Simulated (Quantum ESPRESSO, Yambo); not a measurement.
# SrTiO3 (Tausonite): Bethe-Salpeter spectra with Yambo, part 2 of 3

Wanted: excitons and ε₂ of SrTiO3 (Tausonite), with cost.

Quantum ESPRESSO 7.5 and Yambo 5.3.0; PBE and many-body steps on it, plane waves. Known limits of the many-body steps: not at the basis limit; no spin-orbit coupling in some runs; coarse k mesh; bindings not settled in the k mesh.

So far. Step 4 (Screening and self-energy, 4×4×4 mesh, 67 bands …): The gap on the mesh goes from 1.91 eV to 3.54 eV, a correction of +1.63 eV. Step 5 (Empty states on the mesh, 4×4×4 mesh, 66 bands): On this mesh the gap is 1.892 eV.

## Step 7: Excitons

Light makes an electron and a hole together. The Bethe-Salpeter equation adds their screened attraction and their exchange, in a window of bands around the gap.

This step: Bethe-Salpeter equation on PBE with a scissors shift with spin-orbit coupling, plane waves, norm-conserving pseudopotentials.

bse3.in

```
optics
bss
bse
em1s
dipoles
rim_cut
RandQpts= 1000000
RandGvec= 1 RL
Chimod= "HARTREE"
BSKmod= "SEX"
BSEmod= "resonant"
BSSmod= "d"
BSENGexx= 20 Ry
BSENGBlk= 4 Ry
% BSEQptR
 1 | 1 |
%
% BSEBands
 37 | 46 |
%
% BEnRange
 0 | 6 | eV
%
% BDmRange
 0.1 | 0.1 | eV
%
BEnSteps= 121
% BLongDir
 1 | 0 | 0 |
%
% BndsRnXs
 11 | 66 |
%
NGsBlkXs= 4 Ry
% LongDrXs
 1 | 1 | 1 |
%
% KfnQP_E
 1.626 | 1.0 | 1.0 |
%
WRbsWF
FFTGvecs= 34 Ry
```

Run with:

```console
$ OMP_NUM_THREADS=2 mpirun -n 4 yambo -F bse3.in -J bse3 -C bse3 > bse3.log
```

The program printed:

```text
 Yambo, version 5.3.0

 [02] CORE Variables Setup
 =========================

  [... cell, symmetries and grids as in the set-up ...]

  [02.05] Energies & Occupations
  ==============================

  [X] === General ===
  [X] Electronic Temperature                        :  0.000000  0.000000 [eV K]
  [X] Bosonic    Temperature                        :  0.000000  0.000000 [eV K]
  [X] Finite Temperature mode                       : no
  [X] El. density                                   :  0.67159E+24 [cm-3]
  [X] Fermi Level                                   :  10.05573 [eV]

  [X] === Gaps and Widths ===
  [X] Conduction Band Min                           :  1.891732 [eV]
  [X] Valence Band Max                              :  0.000000 [eV]
  [X] Filled Bands                                  :   40
  [X] Empty Bands                                   :   41   66
  [X] Direct Gap                                    :  2.231273 [eV]
  [X] Direct Gap localized at k                     :  1
  [X] Indirect Gap                                  :  1.891732 [eV]
  [X] Indirect Gap between kpts                     :  10   1
  [X] Last valence band width                       :  0.737995 [eV]
  [X] 1st conduction band width                     :  2.609691 [eV]

 [03] Transferred momenta grid and indexing
 ==========================================

 [BZ sampling] Q-grid is User defined and/or read from the database

 IBZ Q-points                                      :  10
 BZ  Q-points                                      :   64

 K/Q-points units:
 rlu = crystal or reduced units; cc = cartesian coordinates; iku = interal k-units

 Q [ 1]         [rlu]:  0.000000  0.000000  0.000000
 Q [ 2]         [rlu]:  0.000000  0.000000  0.250000
 Q [ 3]         [rlu]:  0.000000  0.000000 -0.500000
 Q [ 4]         [rlu]:  0.000000  0.250000  0.250000
 Q [ 5]         [rlu]:  0.000000  0.250000 -0.500000
 Q [ 6]         [rlu]:  0.000000 -0.500000 -0.500000
 Q [ 7]         [rlu]:  0.250000  0.250000  0.250000
 Q [ 8]         [rlu]:  0.250000  0.250000 -0.500000
 Q [ 9]         [rlu]:  0.250000 -0.500000 -0.500000
 Q [10]         [rlu]: -0.500000 -0.500000 -0.500000

  [03.01] X + BSE indexes
  =======================

   [03.01.01] Sigma indexes
   ========================

 [04] Coloumb potential Random Integration (RIM)
 ===============================================

  [04.01] RIM initialization
  ==========================

  * Diagonal components only detected *

  8 x (sBL volume)        :  0.077143 [a.u.]
  sBZ random points       :  1000000
  Points outside the sBZ  :   7992674
  RL volume               :  0.617144 [a.u.]
  Integrated volume       :  0.617710 [a.u.]

  [04.02] RIM integrals
  =====================

  Gamma point sphere radius             :  0.077218 [a.u.]
  Points outside the sphere             :   799758
  [Int_sBZ(q=0) 1/q^2]*(Vol_sBZ)^(-1/3) =:  7.677921
                                 should be <:  7.795600

  Summary of Coulomb integrals for non-metallic bands |Q|[au] RIM/Bare

  Q [1] 0.100000E-4 0.984904 * Q [2] 0.212848 1.050352
  Q [4] 0.301012 1.048056 * Q [7] 0.368663 1.034451
  Q [3] 0.425695 1.019613 * Q [5] 0.475942 1.017752
  Q [8] 0.521368 1.015471 * Q [6] 0.602024 1.012155
  Q [9] 0.638543 1.010963 * Q [10] 0.737326 1.008585

 [05] External/Internal QP corrections
 =====================================

 [QP_apply] Action to be applied: USER defined scissor

  [05.01]  QP corrections report
  ==============================

  [K+QP] === General ===
  [K+QP] Electronic Temperature                     :  0.000000  0.000000 [eV K]
  [K+QP] Bosonic    Temperature                     :  0.000000  0.000000 [eV K]
  [K+QP] Finite Temperature mode                    : no
  [K+QP] El. density                                :  0.67159E+24 [cm-3]
  [K+QP] Fermi Level                                :  0.000000 [eV]

  [K+QP] === Gaps and Widths ===
  [K+QP] Conduction Band Min                        :  3.517732 [eV]
[...]
[K+QP] Indirect Gap between kpts                  :  10   1
  [K+QP] Last valence band width                    :  0.737995 [eV]
  [K+QP] 1st conduction band width                  :  2.609691 [eV]

  [coarse-grid] Minimum Bare Gap        [ev]:  1.891732
  [coarse-grid] Minimum Gap Correction  [ev]:  1.626000

  Eqp @ K [ 1]
  -56.39395 -56.39395 -33.10892 -33.10892 -32.70720 -32.70720 -32.45493 -32.45493
  -32.45493 -32.45493 -17.36474 -17.36474 -16.38310 -16.38310 -16.38310 -16.38310
  -15.47687 -15.47687 -14.34269 -14.34269 -14.34269 -14.34269  -2.87331  -2.87331
  -2.788091 -2.788091 -2.788091 -2.788091 -1.177589 -1.177588 -1.177587 -1.177587
  -1.161345 -1.161343 -0.403848 -0.403848 -0.339541 -0.339541 -0.339541 -0.339541
   3.517732  3.517732  3.517732  3.517732  3.546013  3.546013  6.008478  6.008478
[...]
18.35988  18.35992
  Eqp @ K [ 2]
[...]
18.12021  18.12026
  Eqp @ K [ 3]
[...]
16.53436  16.53437
  Eqp @ K [ 4]
[...]
16.63765  16.63766
  Eqp @ K [ 5]
[...]
16.60372  16.60391
  Eqp @ K [ 6]
[...]
13.74893  13.74895
  Eqp @ K [ 7]
[...]
16.89746  16.89757
  Eqp @ K [ 8]
[...]
15.74764  15.74765
  Eqp @ K [ 9]
[...]
10.47544  10.47544  11.60933  11.60933  12.63832  12.63832  14.86843  14.86843
   15.01956  15.01957
  -32.52274 -32.52274 -16.04122 -16.04122 -16.00763 -16.00763 -16.00763 -16.00763
     [... 5 further rows ...]
   11.35845  11.35845  11.35846  11.35846  11.87088  11.87088  15.74946  15.74946
   15.97935  15.97936

 [06] Dipoles
 ============

  [06.01] Setup: observables and procedures
  =========================================

  [WARNING] [x,Vnl] slows the Dipoles computation. To neglect it rename the ns.kb_pp file

  [WARNING] [r,Vnl^pseudo] included in position and velocity dipoles.

  [WARNING] In case H contains other non local terms, these are neglected

 [07] Static Dielectric Matrix
 =============================

 [WR./bse3//ndb.em1s]------------------------------------------------------------
  Brillouin Zone Q/K grids (IBZ/BZ)                :   10   64   10   64
  RL vectors                                       :  1365 [WF]
  Coulomb cutoff potential                         : none
  Electronic Temperature                           :  0.000000 [K]
  Bosonic    Temperature                           :  0.000000 [K]
  Static diel. fun.  energies                      : Perdew, Burke & Ernzerhof(X)+Perdew, Burke & Ernzerhof(C)
  wavefunctions                                    : Perdew, Burke & Ernzerhof(X)+Perdew, Burke & Ernzerhof(C)
  Global Gauge                                     : length
  X matrix size                                    :   81
  X band range                                     :   11   66
  X e/h energy range                               : -1.000000 -1.000000 [eV]
  X Time ordering                                  : T
  X Hxc Kernel                                     : HARTREE
  X Drude frequency                                :  0.000000  0.000000
  X poles                                          :  100.0000 [o/o]
  RL vectors in the sum                            :  1365
  [r,Vnl] included                                 : yes
  Field direction                                  :  0.577350E-5  0.577350E-5  0.577350E-5
  BZ energy Double Grid                            : no
  BZ energy DbGd points                            : 0
  BZ Q point size factor                           : -1.000000
  X Optical Averaged directions                    : none

 [08] Bethe Salpeter Equation driver
 ===================================

  [08.01] Bethe Salpeter Equation @q1
  ===================================

   [08.01.01] Transition pre-analysis @q1
   ======================================

   [08.01.02] Transition Groups build-up @q1
   =========================================

   [BSK] Transition groups (total):  20
   [BSK] Size (resonant):  1536
   [BSK]         (total):  1536
   [BSK] N. of matrices :  1

   [08.01.03] Loading Dipoles @q1
   ==============================

   [08.01.04] Independent Particles properties @q1
   ===============================================

   ==========================================================

   [BSE] Exchange components :   691
   [BSE] Correlation components :   81  301

    [08.01.05.01] Screened interaction header I/O
    =============================================

    [08.01.05.02] Main kernel loop
    ==============================

    [08.01.05.03] Wave-Function Phases
    ==================================

    [BSE] WF phases found       :  13.33333 [o/o]

   [08.01.06] BSE solver(s) @q1
   ============================

   [08.01.07] Diago Solver @q1
   ===========================

 [11] Game Over & Game summary
```

The job ended after 39 s (4 MPI ranks of AMD EPYC 7R43, shared host; peak memory 1.3 GiB).

Numbers from this step:

| Property | Result |
| --- | --- |
| transitions in the window | 1536 |
| direct gap of the transition levels | 3.857 eV |
| lowest state | 3.430 eV |
| first strong exciton (over a fiftieth of the strongest listed) | 3.430 eV |
| binding of the lowest state below the direct gap | 0.4268 eV |
| Coulomb term of one mesh cell | 0.4196 eV |

The binding is 1.0 times the screened Coulomb term of one mesh cell (0.42 eV), so it is not shown settled.

The lowest state lies at 3.430 eV, 0.427 eV under the direct gap.

Lines within 3 meV are set at the lowest of them, and the highest group, which the list may cut short, is left out. Lines of the exciton spectrum (strongest = 100):

| position (eV) | lines merged | strength, relative |
| --- | --- | --- |
| 3.430 | 4 | 100 |
| 3.435 | 2 | 0.0 |
| 3.439 | 6 | 55 |
| 3.460 | 4 | 0.0 |

The ε₂ has structure finer than the step of the table below, so its rows give means over 0.25 eV, whole bins alone (the curve runs from 0 to 6 eV). Peaks (eV: height): BSE 3.450: 4.41, 3.800: 7.37, 5.250: 9.89; no electron-hole interaction 4.200: 6.69, 5.700: 8.26.

Field along x; broadening 0.1 eV; transition window only. Limits: finite bands, cutoff and mesh; coarse k mesh; exciton not shown settled in the k mesh. The ε₂ by photon energy; means over each step:

| photon energy (eV) | BSE | no electron-hole interaction |
| --- | --- | --- |
| 0.25 | 0.0155 | 0.0115 |
| 0.50 | 0.0177 | 0.0129 |
| 0.75 | 0.0205 | 0.0146 |
| 1.00 | 0.0241 | 0.0167 |
| 1.25 | 0.0287 | 0.0192 |
| 1.50 | 0.0348 | 0.0224 |
| 1.75 | 0.0433 | 0.0265 |
| 2.00 | 0.0557 | 0.0319 |
| 2.25 | 0.0750 | 0.0394 |
| 2.50 | 0.108 | 0.0502 |
| 2.75 | 0.174 | 0.0666 |
| 3.00 | 0.350 | 0.0943 |
| 3.25 | 1.30 | 0.148 |
| 3.50 | 3.68 | 0.291 |
| 3.75 | 5.49 | 1.04 |
| 4.00 | 2.35 | 2.38 |
| 4.25 | 0.835 | 5.37 |
| 4.50 | 0.459 | 2.92 |
| 4.75 | 0.666 | 0.703 |
| 5.00 | 2.38 | 0.439 |
| 5.25 | 7.36 | 0.634 |
| 5.50 | 2.51 | 2.43 |
| 5.75 | 1.93 | 5.93 |

## Step 8: Empty states on the mesh, 6×6×6 mesh, 66 bands

This step: Quantum ESPRESSO 7.5; DFT, PBE with spin-orbit coupling, plane waves, norm-conserving pseudopotentials.

pw.in

```
&control
  calculation = 'nscf'
  prefix = 'x'
  outdir = 'o'
  pseudo_dir = 'pseudo'
/
&system
  ibrav = 0
  nat = 5
  ntyp = 3
  ecutwfc = 76.0
  nbnd = 66
  force_symmorphic = .true.
  noncolin = .true.
  lspinorb = .true.
/
&electrons
  conv_thr = 1e-9
  electron_maxstep = 80
  diago_full_acc = .true.
  diago_thr_init = 5e-6
/
ATOMIC_SPECIES
  Sr 87.62 Sr.upf
  Ti 47.867 Ti.upf
  O 15.999 O.upf
CELL_PARAMETERS angstrom
  3.9052800000 0.0000000000 0.0000000000
  0.0000000000 3.9052800000 0.0000000000
  0.0000000000 0.0000000000 3.9052800000
ATOMIC_POSITIONS crystal
  Sr 0.5000000000 0.5000000000 0.5000000000
  Ti 0.0000000000 0.0000000000 0.0000000000
  O 0.5000000000 0.0000000000 0.0000000000
  O 0.0000000000 0.5000000000 0.0000000000
  O 0.0000000000 0.0000000000 0.5000000000
K_POINTS automatic
  6 6 6 0 0 0
```

Run with:

```console
$ OMP_NUM_THREADS=1 mpirun -n 8 pw.x -nk 4 -in pw.in > pw.out
```

The program printed:

```text
[banner, memory and clock lines left out]
Program PWSCF v.7.5 starts

     Atomic positions and unit cell read from directory:
     o/x.save/

     Message from routine setup:
     using ibrav=0 with symmetry is DISCOURAGED, use correct ibrav instead

     bravais-lattice index     =            0
     lattice parameter (alat)  =       7.3799  a.u.
     unit-cell volume          =     401.9325 (a.u.)^3
     number of atoms/cell      =            5
     number of atomic types    =            3
     number of electrons       =        40.00
[...]
26.7896  26.7896

          k = 0.0000 0.0000 0.1667 (  4525 PWs)   bands (ev):

[...]
26.7944  26.7945

          k = 0.0000 0.0000 0.3333 (  4500 PWs)   bands (ev):

[...]
16.2142  16.2142  16.9080  16.9080  16.9487  16.9487  18.2195  18.2195
    18.5900  18.5900  19.2416  19.2416  19.2741  19.2741  23.9689  23.9689
    25.6454  25.6454

          k = 0.0000 0.0000-0.5000 (  4484 PWs)   bands (ev):

     [... further k-points ...]

     highest occupied, lowest unoccupied level (ev):    10.0557   11.9475

     XML data file, pseudopotentials, collected wavefunctions
```

It took 17 s on 8 MPI ranks; peak memory 0.7 GiB.

Numbers from this step:

```yaml
gap: 1.892 eV
k_of_the_valence_top: -0.5, -0.5, -0.5
k_of_the_conduction_bottom: 0, 0, 0
least_direct_gap: 2.231 eV
k_points_computed: 20
lowest_point_of_the_top_converged_band_above_the_valence_top: 12.12 eV
```

On this mesh the gap is 1.892 eV.

## Step 9: Conversion and set-up

This step: Yambo 5.3.0; conversion and set-up on PBE with spin-orbit coupling, plane waves, norm-conserving pseudopotentials.

Run with:

```console
$ (cd o/x.save; p2y > p2y.log; mv SAVE ../..); yambo > setup.log
```

The program printed:

```text
 Yambo, version 5.3.0

 [02] CORE Variables Setup
 =========================

  [02.01] Unit cells
  ==================

  Cell kind             :  CUB
  Atoms in the cell     :  Sr  Ti  O
  number of Sr atoms    :  1
  number of Ti atoms    :  1
  number of O  atoms    :  3

  List of atomic masses
  Mass of Sr    :  87.62000
  Mass of Ti    :  47.86700
  Mass of O     :  15.99900

  List of atomic coordinates    : [cc]
  Sr1       :  3.689955  3.689955  3.689955  order 1
  Ti1       :  0.000000  0.000000  0.000000  order 2
  O1       :  3.689955  0.000000  0.000000  order 3
[...]
K/Q-points units:
 rlu = crystal or reduced units; cc = cartesian coordinates; iku = interal k-units

 Q [ 1]         [rlu]:  0.000000  0.000000  0.000000
 Q [ 2]         [rlu]:  0.000000  0.000000  0.166667
 Q [ 3]         [rlu]:  0.000000  0.000000  0.333333
[...]
Q [ 8]         [rlu]:  0.000000  0.333333  0.333333
 Q [ 9]         [rlu]:  0.000000  0.333333 -0.500000
 Q [10]         [rlu]:  0.000000 -0.500000 -0.500000
     [... 8 further rows ...]
 Q [19]         [rlu]:  0.333333 -0.500000 -0.500000
 Q [20]         [rlu]: -0.500000 -0.500000 -0.500000

  [03.01] X indexes
  =================

   [03.01.01] Sigma indexes
   ========================

 [06] Game Over & Game summary
```

It took 8.4 s on 1 MPI rank; peak memory 0.25 GiB.

(Part 2 of 3 ends here.)

[Paths, hosts, dates, memory and timing lines, banners, echoed tables and standing remarks are left out of the program output.]

[Logs are printed without paths, hosts, clocks, repeated set-up lines and the standing remarks that a program may print on its own settings, such as how far it seeks lower states.]

[Runs of the session that timed out or met a known fault of the program may be left out.]

[Hosts, paths, dates, database ids (printed as entryN), source tags and the programs' standing remarks are cut or masked in the printed files.]
